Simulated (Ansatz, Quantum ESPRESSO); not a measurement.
# Ballistic transmission: Be chain with one atom pushed 1.0 Å aside at constant bond length, part 4 of 5

How well does the junction conduct in the ballistic limit? It is: Be chain with one atom pushed 1.0 Å aside at constant bond length.

Quantum ESPRESSO 7.5; plane-wave DFT, PBE, GBRV ultrasoft pseudopotentials; cross-check by Ansatz 0.2.0 with PAW datasets.

So far. Step 2 (SCF with pw.x): The run needed 22 iterations to bring the estimated error under 1e-07 Ry; the largest force on any atom, held or free, is 1.14 eV/Å. Step 3 (Transmission with pwcond.x): At no point does T exceed the number of channels.

## 5. Transmission with pwcond.x, with ewind, epsproj = [0.1, 0.1]

Level of this step: transmission by pwcond, lead and junction from one cell; plane-wave DFT, PBE, GBRV ultrasoft pseudopotentials (Quantum ESPRESSO).

One more run, with a changed input.

Input file cond.bad.in:

```
&inputcond
  outdir = './out'
  prefixt = 'scf'
  tran_file = 'cond.bad.dat'
  bdl = 0.5733333333
  bds = 3.0875431013
  ikind = 1
  ewind = 0.1
  epsproj = 0.1
  nz1 = 7
  energy0 = 2.0
  denergy = -0.1
/
1
  0.00000000 0.00000000 1.00000000
41
```

Started as:

```
$ OMP_NUM_THREADS=1 mpirun -n 2 pwcond.x -in cond.bad.in > cond.bad.out
```

The program printed:

```text
[banner, memory and clock lines left out]
Program PWCOND v.7.5 starts
[citation notice left out]

[...]
./out/scf.save/

[...]
negative rho (up, down):  1.167E-02 0.000E+00
     Reading collected, re-writing distributed wavefunctions

===== INPUT FILE containing all the regions =====

     GEOMETRY:

     lattice parameter (alat)  =      14.1729  a.u.
     the volume                =    8790.0920 (a.u.)^3
     the cross section         =     200.8724 (a.u.)^2
     l of the unit cell        =       3.0875 (alat)
     number of atoms/cell      =           11
     number of atomic types    =            1

     crystal axes: (cart. coord. in units of alat)
               a(1) = (  1.0000  0.0000  0.0000 )
               a(2) = (  0.0000  1.0000  0.0000 )
               a(3) = (  0.0000  0.0000  3.0875 )

   Cartesian axes

     site n.     atom                  positions (alat units)
          1        Be     tau(  1)=(  0.5000  0.5000  3.0875  )
          2        Be     tau(  2)=(  0.5000  0.5000  0.2867  )
          3        Be     tau(  3)=(  0.5000  0.5000  0.5733  )
          4        Be     tau(  4)=(  0.5000  0.5000  0.8600  )
          5        Be     tau(  5)=(  0.5000  0.5000  1.1467  )
          6        Be     tau(  6)=(  0.6333  0.5000  1.4004  )
          7        Be     tau(  7)=(  0.5000  0.5000  1.6542  )
          8        Be     tau(  8)=(  0.5000  0.5000  1.9409  )
          9        Be     tau(  9)=(  0.5000  0.5000  2.2275  )
         10        Be     tau( 10)=(  0.5000  0.5000  2.5142  )
         11        Be     tau( 11)=(  0.5000  0.5000  2.8009  )

     nr1s                      =           54
     nr2s                      =           54
     nr3s                      =          180
     nr1sx                     =           54
     nr2sx                     =           54
     nr3sx                     =          180
     nr1                       =           60
     nr2                       =           60
     nr3                       =          192
     nr1x                      =           60
     nr2x                      =           60
     nr3x                      =          192

 _______________________________
  Radii of nonlocal spheres:

     type       ibeta     ang. mom.          radius (alat units)
       Be         1         0                    0.1141
       Be         2         0                    0.1141
       Be         3         0                    0.1141
       Be         4         1                    0.1141
       Be         5         1                    0.1141
       Be         6         2                    0.1141
----- General information -----

--- T calc. with identical leads (ikind=1) ---

     nrx                       =           54
     nry                       =           54
     nz1                       =            7

     energy0               =         2.0E+00
     denergy               =        -1.0E-01
     nenergy               =         41
     ecut2d                =         3.4E+01
     ewind                 =         1.0E-01
     epsproj               =         1.0E-01

     number of k_|| points=    1
                       cryst. coord.
        k(    1) = (   0.0000000   0.0000000), wk =   1.0000000
----- Information about left/right lead -----

     nocros                   =           14
     noins                    =           14
     norb                     =           42
     norbf                    =          140
     nrz                      =           33

      iorb      type   ibeta   ang. mom.   m       position (alat)
        1        1       1        0        1   taunew(   1)=(  0.5000  0.5000  0.0000)
        2        1       2        0        1   taunew(   2)=(  0.5000  0.5000  0.0000)
[...]
42        1       6        2        5   taunew(  42)=(  0.5000  0.5000  0.5733)
    k slab    z(k)  z(k+1)     crossing(iorb=1,norb)
    1   0.0000 0.0174 0.0174   111111111111110000000000000000000000000000
    2   0.0174 0.0347 0.0174   111111111111110000000000000000000000000000
[...]
33   0.5560 0.5733 0.0174   000000000000000000000000000011111111111111
----- Information about scattering region -----

     noins                    =          112
     norb                     =          140
     norbf                    =          140
     nrz                      =          147

      iorb      type   ibeta   ang. mom.   m       position (alat)
        1        1       1        0        1   taunew(   1)=(  0.5000  0.5000  0.0000)
        2        1       2        0        1   taunew(   2)=(  0.5000  0.5000  0.0000)
[...]
140        1       6        2        5   taunew( 140)=(  0.5000  0.5000  2.5142)
 ngper, shell number =          545          70
 ngper, n2d =          545          10
---  E-Ef =    2.0000000  k =    0.0000000   0.0000000
---  ie =          1  ik =          1
 Nchannels of the left tip =            2
 Right moving states:
   k1(2pi/a)   k2(2pi/a)   E-Ef (eV)
   0.4799199  -0.0000000   2.0000000
   0.4806304   0.0000000   2.0000000
 Left moving states:
   k1(2pi/a)   k2(2pi/a)   E-Ef (eV)
  -0.4799199  -0.0000000   2.0000000
  -0.4806305   0.0000000   2.0000000

 to transmit
 Band j to band i transmissions and reflections:
    j         i     |T_ij|^2    |R_ij|^2

    1 -->     1     0.98893     0.01107
    1 -->     2     0.00000     0.00000
   Total T_j, R_j =    0.98893  0.01107

    2 -->     1     0.00000     0.00000
    2 -->     2     0.69365     0.30635
   Total T_j, R_j =    0.69365  0.30635

E-Ef(ev), T(x2 spins) =    2.0000000   3.3651674
---  E-Ef =    1.9000000  k =    0.0000000   0.0000000
---  ie =          2  ik =          1
 Nchannels of the left tip =            2
 Right moving states:
   k1(2pi/a)   k2(2pi/a)   E-Ef (eV)
   0.4662862  -0.0000000   1.9000000
   0.4670141   0.0000000   1.9000000
 Left moving states:
   k1(2pi/a)   k2(2pi/a)   E-Ef (eV)
  -0.4662862  -0.0000000   1.9000000
  -0.4670142   0.0000000   1.9000000

 to transmit
 Band j to band i transmissions and reflections:
    j         i     |T_ij|^2    |R_ij|^2

    1 -->     1     0.98544     0.01456
    1 -->     2     0.00000     0.00000
   Total T_j, R_j =    0.98544  0.01456

    2 -->     1     0.00000     0.00000
    2 -->     2     0.80157     0.19843
   Total T_j, R_j =    0.80157  0.19843

E-Ef(ev), T(x2 spins) =    1.9000000   3.5740294
---  E-Ef =    1.8000000  k =    0.0000000   0.0000000
---  ie =          3  ik =          1
 Nchannels of the left tip =            2
 Right moving states:
   k1(2pi/a)   k2(2pi/a)   E-Ef (eV)
   0.4522627  -0.0000000   1.8000000
   0.4530110   0.0000000   1.8000000
 Left moving states:
   k1(2pi/a)   k2(2pi/a)   E-Ef (eV)
  -0.4522627  -0.0000000   1.8000000
  -0.4530110   0.0000000   1.8000000

 to transmit
 Band j to band i transmissions and reflections:
    j         i     |T_ij|^2    |R_ij|^2

    1 -->     1     0.98396     0.01604
    1 -->     2     0.00000     0.00000
   Total T_j, R_j =    0.98396  0.01604

    2 -->     1     0.00000     0.00000
    2 -->     2     0.85251     0.14749
   Total T_j, R_j =    0.85251  0.14749

E-Ef(ev), T(x2 spins) =    1.8000000   3.6729442
[... further energies and points left out ...]
---  E-Ef =   -1.8000000  k =    0.0000000   0.0000000
---  ie =         39  ik =          1
 Nchannels of the left tip =            1
 Right moving states:
   k1(2pi/a)   k2(2pi/a)   E-Ef (eV)
  -0.4963932   0.0000010  -1.8000000
 Left moving states:
   k1(2pi/a)   k2(2pi/a)   E-Ef (eV)
   0.4963933   0.0000010  -1.8000000

 to transmit
 Band j to band i transmissions and reflections:
    j         i     |T_ij|^2    |R_ij|^2

    1 -->     1     0.94379     0.05621
   Total T_j, R_j =    0.94379  0.05621

E-Ef(ev), T(x2 spins) =   -1.8000000   1.8875770
---  E-Ef =   -1.9000000  k =    0.0000000   0.0000000
---  ie =         40  ik =          1
 Nchannels of the left tip =            1
 Right moving states:
   k1(2pi/a)   k2(2pi/a)   E-Ef (eV)
   0.4805097   0.0000010  -1.9000000
 Left moving states:
   k1(2pi/a)   k2(2pi/a)   E-Ef (eV)
  -0.4805096   0.0000010  -1.9000000

 to transmit
 Band j to band i transmissions and reflections:
    j         i     |T_ij|^2    |R_ij|^2

    1 -->     1     0.98786     0.01214
   Total T_j, R_j =    0.98786  0.01214

E-Ef(ev), T(x2 spins) =   -1.9000000   1.9757198
---  E-Ef =   -2.0000000  k =    0.0000000   0.0000000
---  ie =         41  ik =          1
 Nchannels of the left tip =            1
 Right moving states:
   k1(2pi/a)   k2(2pi/a)   E-Ef (eV)
   0.4565093   0.0000010  -2.0000000
 Left moving states:
   k1(2pi/a)   k2(2pi/a)   E-Ef (eV)
  -0.4565092   0.0000010  -2.0000000

 to transmit
 Band j to band i transmissions and reflections:
    j         i     |T_ij|^2    |R_ij|^2

    1 -->     1     0.99281     0.00719
   Total T_j, R_j =    0.99281  0.00719

E-Ef(ev), T(x2 spins) =   -2.0000000   1.9856168
   T_tot     2.00000      0.33652E+01
   T_tot     1.90000      0.35740E+01
   T_tot     1.80000      0.36729E+01
   T_tot     1.70000      0.37161E+01
   T_tot     1.60000      0.37268E+01
   T_tot     1.50000      0.37153E+01
   T_tot     1.40000      0.36870E+01
   T_tot     1.30000      0.36457E+01
   T_tot     1.20000      0.35958E+01
   T_tot     1.10000      0.35420E+01
   T_tot     1.00000      0.34877E+01
   T_tot     0.90000      0.34348E+01
   T_tot     0.80000      0.33838E+01
   T_tot     0.70000      0.33411E+01
   T_tot     0.60000      0.33282E+01
   T_tot     0.50000      0.33776E+01
   T_tot     0.40000      0.34493E+01
   T_tot     0.30000      0.31134E+01
   T_tot     0.20000      0.48384E+00
   T_tot     0.10000      0.00000E+00
   T_tot    -0.00000      0.00000E+00
   T_tot    -0.10000      0.00000E+00
   T_tot    -0.20000      0.95592E+00
   T_tot    -0.30000      0.15020E+01
   T_tot    -0.40000      0.17248E+01
   T_tot    -0.50000      0.18266E+01
   T_tot    -0.60000      0.18808E+01
   T_tot    -0.70000      0.19147E+01
   T_tot    -0.80000      0.19387E+01
   T_tot    -0.90000      0.19563E+01
   T_tot    -1.00000      0.19691E+01
   T_tot    -1.10000      0.19776E+01
   T_tot    -1.20000      0.19828E+01
   T_tot    -1.30000      0.19857E+01
   T_tot    -1.40000      0.19877E+01
   T_tot    -1.50000      0.19901E+01
   T_tot    -1.60000      0.19933E+01
   T_tot    -1.70000      0.19978E+01
   T_tot    -1.80000      0.18876E+01
   T_tot    -1.90000      0.19757E+01
   T_tot    -2.00000      0.19856E+01

[...]
```

It took 27 s on 2 MPI ranks of Arm Neoverse V1, shared host; peak memory 0.39 GiB; 55 s of CPU time.

Beside the run it was changed from:

| quantity | this run | unchanged run | difference |
| --- | --- | --- | --- |
| transmission at the Fermi level, one spin | 0 | 0 | 0 |
| lead channels at the Fermi level, one spin | 0 | 0 | 0 |
| wall time (s) | 27 | 536 |  |

Over all energies T moves by up to 0.88, at 0.2 eV.

(Continued in part 5 of 5.)

[Logs are printed without paths, hosts, clocks, repeated set-up lines and the standing remarks that a program may print on its own settings, such as how far it seeks lower states.]

[Hosts, paths, dates, database ids (printed as entryN), source tags and the programs' standing remarks are cut or masked in the printed files.]

[Maps of the electrostatic potential energy from Ansatz leave out the sawtooth potential of an applied field or a dipole correction, so their vacuum need not be flat; planar profiles and work functions include it.]
